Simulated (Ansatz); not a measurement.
# Debugging a many-body input for WSe2 (P6_3/mmc)

What is wrong with this input for WSe2 (P6_3/mmc)?

Main program and level: Ansatz 0.2.0; G0W0 on PBE, plane waves, PAW.

The database entry behind the starting cell differs from later determinations by our own check (a about 0.2 % long), so it need not match the best structure at ambient conditions.

**1. The starting structure**

It takes space group P6_3/mmc (No. 194, hexagonal). Conventional cell: a = 3.290 Å, b = 3.290 Å, c = 12.970 Å, α = 90.00°, β = 90.00°, γ = 120.00°. W has 6 Se at 2.53 Å nearest. Nearest to Se lie 3 W at 2.53 Å. Farther neighbours and most contacts between anions are not listed.

The cell and positions come from the Crystallography Open Database and are kept as given unless a step says otherwise. Spin-orbit coupling is left out unless a step names it. The default PAW set here is soft_2. Its files were made with PBE.

**2. First try**

Input file input.yaml:

```yaml
crystal:
  lattice:
    - [3.29, 0.0, 0.0]
    - [-1.645, 2.8492235785, 0.0]
    - [0.0, 0.0, 12.97]
  atoms:
    - { symbol: W, position: [0.3333333333, 0.6666666667, 0.25] }
    - { symbol: W, position: [0.6666666667, 0.3333333333, 0.75] }
    - { symbol: Se, position: [0.3333333333, 0.6666666667, 0.621] }
    - { symbol: Se, position: [0.6666666667, 0.3333333333, 0.121] }
    - { symbol: Se, position: [0.3333333333, 0.6666666667, 0.879] }
    - { symbol: Se, position: [0.6666666667, 0.3333333333, 0.379] }
kpoints:
  mp_grid: { grid: [1, 1, 1] }
hamiltonian:
  xc: pbe
scf:
  occupations: { method: fixed }
gw:
  n_empty_bands: 197
  ecut_chi: 80
  qp_bands: [v2, c2]
  qp_kpoints: band_edges
  screening: { model: contour_deformation }
```

Run with:

```console
$ ansatz run input.yaml --threads 3 --pin off --max-ram 92160MiB --backend cuda --events-out ev --progress --plain --runs-dir out --devices 1 --max-vram 13GiB
```

Numbers of over 12 decimals in the logs are rounded to 6 here.

The program printed:

```text
GPUs: using 1 of 1 available (devices: 1).
Engine: ansatz 0.2.0, x86_64-unknown-linux-gnu
Pseudopotentials: kind: paw
Pseudopotential: W, paw, valence charge 14, recommended cutoff 420 eV (normal), W.paw.azcp
Pseudopotential: Se, paw, valence charge 16, recommended cutoff 420 eV (normal), Se.paw.azcp
Functional definition: PBE
  parameter kappa = 0.804
  parameter beta = 0.066725
  exchange = pbe_x(kappa = kappa, mu = beta*pi^2/3)
  correlation = pbe_c(beta = beta)
device memory: the entry about to start is reckoned to put 1.0 GiB on a device that reports 47.6 GiB free (of which the cap on the GPU budget leaves the run 13.0 GiB)
GPU FFT provider: cuFFT
GPU libraries: cuBLAS 13.8.2, cuFFT 12.4.0, cuSOLVER 12.3.4
Crystal: 6 atoms, lattice volume = 121.580 Å³
Basis set: ecut = 420 eV, 2419 PW (Γ)
Bands: 56, of which v1, the nominal top of the filled ones, is band 46 counted from 1 (45 counted from 0)
Symmetry: 24 space group operations
Space group: P63/mmc (ITA 194), of the structure as read, at distance tolerance 5.0e-5 Å
k-points: 1
Non-local potential: W, projectors of the file, l = 0: 3, l = 1: 2, l = 2: 2, l = 3: 1
Non-local potential: Se, projectors of the file, l = 0: 2, l = 1: 2, l = 2: 3, l = 3: 1
PAW form: soft (Blöchl's): semilocal exchange-correlation on the pseudo side does not see the compensation charge
PAW one-centre angular grid: W, 590 points (default); XC on 64 Gauss nodes
PAW one-centre angular grid: Se, 590 points (default); XC on 64 Gauss nodes
Initial density: superposition of atomic densities (neutral atoms: chi_scale 0, normalization atom), corrected by the library's trained network
Initial wavefunctions: pseudopotential atomic-orbital guess
GPU buffer pool allocated for 51840 grid points (all kernels)
GPU transforms: local potential and band sums: pruned to the plane-wave sphere, on 24×24×90
Functional: x = pbe(κ = 0.804, μ = 0.219515), c = pbe(β = 0.066725)
SCF iter   1: F=—  HF=-42633.201761 eV  |F-HF|=—  |Δ(HF+E_count)|=         —  Δρ=1.04e-1  dr2=3.89e1  ethr=1.77e-3  ⟨swp⟩=5.0  Hψ=189  notcnv=0  defer=4
preconditioner: auto → Resta (q_TF=auto, 2.604 Å⁻¹)  ε∞=6.8  [insulator: Δε(μ)=2.636 eV  Ē_g=8.379 eV  n_scr=40 (ndim 8)  ℏωp=20.2 eV  f_vac=0.044  ε∞_Penn≈6.8]
SCF iter   2: F=—  HF=-42629.971481 eV  |F-HF|=—  |Δ(HF+E_count)|=    3.23e0  Δρ=6.65e-2  dr2=1.01e1  ethr=1.77e-3  ⟨swp⟩=3.0  Hψ=129  notcnv=0  defer=2
SCF iter   3: F=—  HF=-42628.792175 eV  |F-HF|=—  |Δ(HF+E_count)|=    1.18e0  Δρ=2.56e-2  dr2=8.02e-1  ethr=1.77e-3  ⟨swp⟩=4.0  Hψ=124  notcnv=0  defer=4
SCF iter   4: F=—  HF=-42628.808109 eV  |F-HF|=—  |Δ(HF+E_count)|=   1.59e-2  Δρ=6.17e-3  dr2=6.72e-2  ethr=8.72e-4  ⟨swp⟩=2.0  Hψ=80  notcnv=0  defer=2
SCF iter   5: F=—  HF=-42628.802987 eV  |F-HF|=—  |Δ(HF+E_count)|=   5.12e-3  Δρ=3.46e-3  dr2=1.84e-2  ethr=7.31e-5  ⟨swp⟩=2.0  Hψ=100  notcnv=0  defer=8
SCF iter   6: F=—  HF=-42628.806867 eV  |F-HF|=—  |Δ(HF+E_count)|=   3.88e-3  Δρ=2.13e-3  dr2=1.03e-2  ethr=2.00e-5  ⟨swp⟩=3.0  Hψ=104  notcnv=0  defer=8
SCF iter   7: F=—  HF=-42628.805458 eV  |F-HF|=—  |Δ(HF+E_count)|=   1.41e-3  Δρ=5.00e-4  dr2=5.31e-4  ethr=1.12e-5  ⟨swp⟩=2.0  Hψ=58  notcnv=0  defer=8
SCF iter   8: F=—  HF=-42628.805447 eV  |F-HF|=—  |Δ(HF+E_count)|=   1.11e-5  Δρ=6.65e-5  dr2=1.13e-5  ethr=5.77e-7  ⟨swp⟩=2.0  Hψ=72  notcnv=0  defer=2
SCF iter   9: F=—  HF=-42628.805451 eV  |F-HF|=—  |Δ(HF+E_count)|=   3.53e-6  Δρ=1.88e-5  dr2=5.54e-7  ethr=1.23e-8  ⟨swp⟩=2.0  Hψ=74  notcnv=0  defer=2
SCF iter  10: F=-42628.805451 eV  HF=-42628.805451 eV  |F-HF|=7.21e-9  |Δ(HF+E_count)|=   3.02e-7  Δρ=4.15e-6  dr2=2.33e-8  ethr=1.09e-10  ⟨swp⟩=9.0  Hψ=202  notcnv=0
SCF 1 converged in 10 iterations: F = -42628.805451 eV  dr2 = 2.33e-8
[...]
device memory: the entry about to start is reckoned to put 1.2 GiB on a device that reports 43.2 GiB free (of which the cap on the GPU budget leaves the run 13.0 GiB)
NSCF: frozen V_eff on 1 k-points
[...]
device memory: the entry about to start is reckoned to put 1.4 GiB on a device that reports 43.1 GiB free (of which the cap on the GPU budget leaves the run 13.0 GiB)
NSCF: frozen V_eff on 1 k-points
G₀W₀ screening: q 1/1
G₀W₀ self-energy: k 1/1
device memory: the entry about to start is reckoned to put 0.8 GiB on a device that reports 38.0 GiB free (of which the cap on the GPU budget leaves the run 13.0 GiB)
NSCF: frozen V_eff on 1 k-points
device memory: the entry about to start is reckoned to put 0.8 GiB on a device that reports 38.0 GiB free (of which the cap on the GPU budget leaves the run 13.0 GiB)
NSCF: frozen V_eff on 1 k-points
device memory: the entry about to start is reckoned to put 0.8 GiB on a device that reports 38.0 GiB free (of which the cap on the GPU budget leaves the run 13.0 GiB)
NSCF: frozen V_eff on 1 k-points
device memory: the entry about to start is reckoned to put 0.8 GiB on a device that reports 37.9 GiB free (of which the cap on the GPU budget leaves the run 13.0 GiB)
NSCF: frozen V_eff on 1 k-points
device memory: the entry about to start is reckoned to put 0.8 GiB on a device that reports 36.5 GiB free (of which the cap on the GPU budget leaves the run 13.0 GiB)
NSCF: frozen V_eff on 1 k-points
device memory: the entry about to start is reckoned to put 0.8 GiB on a device that reports 36.5 GiB free (of which the cap on the GPU budget leaves the run 13.0 GiB)
NSCF: frozen V_eff on 1 k-points
SCF converged after 10 iterations
Free energy (F): -42628.805451 eV
Harris-Foulkes:  -42628.805451 eV  (|F-HF|=7.21e-9)
Internal energy: -42628.805451 eV  (E = F + TS)
E sigma→0 (E₀):  -42628.805451 eV
Fermi energy:    13.964661 eV
--- Per-component energies (eV) ---
  E_band       = -1605.469468
  E_kinetic    = 1419.362353
  E_local      = -11501.130894  (includes V_loc(G=0)·N_el)
  E_nonlocal   = -2376.030610
  E_hartree    = 5553.846768
  E_xc         = -955.343579
  E_vxc        = -877.079170  (∫ρ·V_xc dr)
  E_paw        = -24774.661548  (= ΣΔE_a)
  E_vpaw       = 621.718318  (= ΣTr[D̂ρ^β])
  E_aug_tail   = -0.002484  (compensation charges beyond the density's cutoff)
  E_ewald      = -9994.845457
  E_smearing   = -0.000000  (= −TS)
  E_closure    = 0.000000  (closes the sum)
  Σ components = -42628.805451   (vs F -42628.805451, Δ=0.00e0)
--- Band table (eV) ---
  k-point 0: bands = [... 42 lower, 12.1448, 12.1448, 12.8758, 13.9647, 16.1318, 16.1318, 16.2394, 16.2394, ... 6 higher]
--- G₀W₀: contour deformation, 6 samples at zero and on the imaginary axis and 1 off it, 1 q-point, 197 empty bands' worth ---
  eigenvalues of the whole cell's RPA ε∞ on this k-mesh (on a slab, of 1 + 4πα/V) = 5.9042, 24.8716, 24.8716; static W/v taken at q = 0 is 0.830437
  gw.qp_kpoints: band_edges: 1 of 1 stored k-point solved, in 1 pass; an edge of the gap read off the rows below is read off those points alone
    ik  band        ε_KS         Σx   Σc(E_QP)       V_xc       Z   E_QP_lin       E_QP  E_QP is
     0    45     12.8758   -18.9498     2.7503   -16.3292  0.7078    13.0048    13.0054  root
     0    46     13.9647   -19.1489     1.2879   -18.2914  0.7511    14.3915    14.3951  root
     0    47     16.1318   -15.2343    -2.7536   -18.1754  0.7349    16.3202    16.3193  root
     0    48     16.1318   -15.2343    -2.7536   -18.1754  0.7349    16.3202    16.3193  root
```

The job ended after 15 s (1 × NVIDIA H100 80GB HBM3 (shared by 6 runs) with 3 threads of AMD EPYC 7R13 (Zen 3), shared host; peak memory 1 GiB).

**What went wrong?**

The run ended normally, though the input holds a fault or crude settings.

The fault: G0W0 on a mesh far too coarse. So few points can't sample the density or the screening, and the band edges may lie elsewhere in the zone.

It printed a gap of 1.92 eV, which is an artefact of the settings.

**3. A better input**

G0W0 replaces the xc potential by the self-energy, built once from these orbitals. Only a window of levels is corrected, while the sums run over the empty bands that the input names.

input.yaml: that of step 2 with these lines changed.

```diff
@@ -13,3 +13,3 @@
 kpoints:
-  mp_grid: { grid: [1, 1, 1] }
+  mp_grid: { grid: [6, 6, 2] }
 hamiltonian:
@@ -19,4 +19,4 @@
 gw:
-  n_empty_bands: 197
-  ecut_chi: 80
+  n_empty_bands: 362
+  ecut_chi: 120
   qp_bands: [v2, c2]
```

The program printed:

```text
GPUs: using 1 of 1 available (devices: 1).
[...]
GPU FFT provider: cuFFT
GPU libraries: cuBLAS 13.8.2, cuFFT 12.4.0, cuSOLVER 12.3.4
Crystal: 6 atoms, lattice volume = 121.580 Å³
Basis set: ecut = 420 eV, 2419 PW (Γ)
Bands: 56, of which v1, the nominal top of the filled ones, is band 46 counted from 1 (45 counted from 0)
Symmetry: 24 space group operations
[...]
k-points: 14 of 72
[...]
GPU buffer pool allocated for 51840 grid points (all kernels)
[...]
SCF iter   1: F=—  HF=-42649.193134 eV  |F-HF|=—  |Δ(HF+E_count)|=         —  Δρ=4.34e-3  dr2=5.50e-3  ethr=1.77e-3  ⟨swp⟩=4.9  Hψ=2498  notcnv=0  defer=92
[...]
SCF iter   6: F=-42649.206099 eV  HF=-42649.206099 eV  |F-HF|=3.65e-8  |Δ(HF+E_count)|=   2.01e-6  Δρ=5.87e-6  dr2=6.00e-8  ethr=1.09e-10  ⟨swp⟩=9.3  Hψ=2914  notcnv=0
SCF 1 converged in 6 iterations: F = -42649.206099 eV  dr2 = 6.00e-8
[...]
0    45     11.8899   -18.1406     1.7137   -15.9334  0.7684    11.3922    11.3964  root
     0    46     12.9570   -19.3876     0.4604   -18.7647  0.7534    12.7942    12.7945  root
     0    47     15.5966   -13.8666    -4.1047   -18.2073  0.7559    15.8337    15.8326  root
     0    48     15.5966   -13.8666    -4.1047   -18.2073  0.7559    15.8337    15.8326  root
     1    45     12.7404   -19.0852     0.6986   -18.1680  0.7553    12.5213    12.5219  root
     1    46     12.7404   -19.0852     0.6986   -18.1680  0.7553    12.5213    12.5219  root
     1    47     15.6022   -13.8250    -4.0909   -18.1422  0.7548    15.8296    15.8285  root
     1    48     15.6022   -13.8250    -4.0909   -18.1422  0.7548    15.8296    15.8285  root
[...]
13    45     12.6187   -18.3733     0.4479   -17.7227  0.7528    12.4156    12.4160  root
    13    46     12.6187   -18.3733     0.4479   -17.7227  0.7528    12.4156    12.4160  root
    13    47     14.2841   -15.5713    -3.8822   -19.6909  0.7464    14.5225    14.5216  root
    13    48     14.2841   -15.5713    -3.8822   -19.6909  0.7464    14.5225    14.5216  root
[key lines of the parts left out:]
SCF converged after 6 iterations
Free energy (F): -42649.206099 eV
Fermi energy:    12.956967 eV
```

The job ended after 57 s (1 × NVIDIA H100 80GB HBM3 (shared by 6 runs) with 3 threads; peak memory 1.6 GiB; 91 s of CPU time).

Numbers from this step:

```yaml
bands_summed: 408
rpa_eps_infinity_on_this_mesh_eigenvalues: 7.125, 15.37, 15.37
plane_waves_in_the_screening_matrix: 341
q_points_in_the_mesh: 72
g0w0_gap_on_the_mesh: 1.261 eV
k_of_the_valence_top: 0, 0, 0
k_of_the_conduction_bottom: 0.1667, 0.1667, 0
starting_gap_on_the_mesh: 0.9758 eV
z_at_the_valence_top: 0.7534
z_at_the_conduction_bottom: 0.7648
least_direct_g0w0_gap_on_the_computed_points: 1.948 eV
```

The gap on the mesh goes from 0.98 eV to 1.26 eV, a correction of +0.28 eV. Between the two edge states, bare exchange in place of the xc potential would open the gap by 4.35 eV, and correlation takes back 4.06 eV.

**4. Summary of results**

```
first try  : converged after 15 s
better run : G0W0 gap on the mesh 1.26 eV (6×6×2 mesh, 362 empty bands, screening to 120 eV)
```

The second run differs in: mesh, empty bands and screening cutoff (eV). Bands and cutoff are finite, so the gap is not at the basis limit. The miss can reach some tenths of an eV and take either sign; the mesh is an error of its own. The 6×6×2 mesh is coarse for this cell (its supercell is 20 Å along the shortest edge). The RPA ε∞ on it, from the PBE start, is 7.13 and 15.37; such meshes misread the long-range screening, most where the gap is narrow. The many-body steps are scalar-relativistic: spin-orbit coupling is not in them.

[Paths, hosts, dates, memory and timing lines, banners, echoed tables and standing remarks are left out of the program output.]

[Logs are printed without paths, hosts, clocks, repeated set-up lines and the standing remarks that a program may print on its own settings, such as how far it seeks lower states.]

[Runs of the session that timed out or met a known fault of the program may be left out.]

[Cells called generated may have been cut or substituted from an entry of the Crystallography Open Database or the Materials Project.]

[Hosts, paths, dates, database ids (printed as entryN), source tags and the programs' standing remarks are cut or masked in the printed files.]
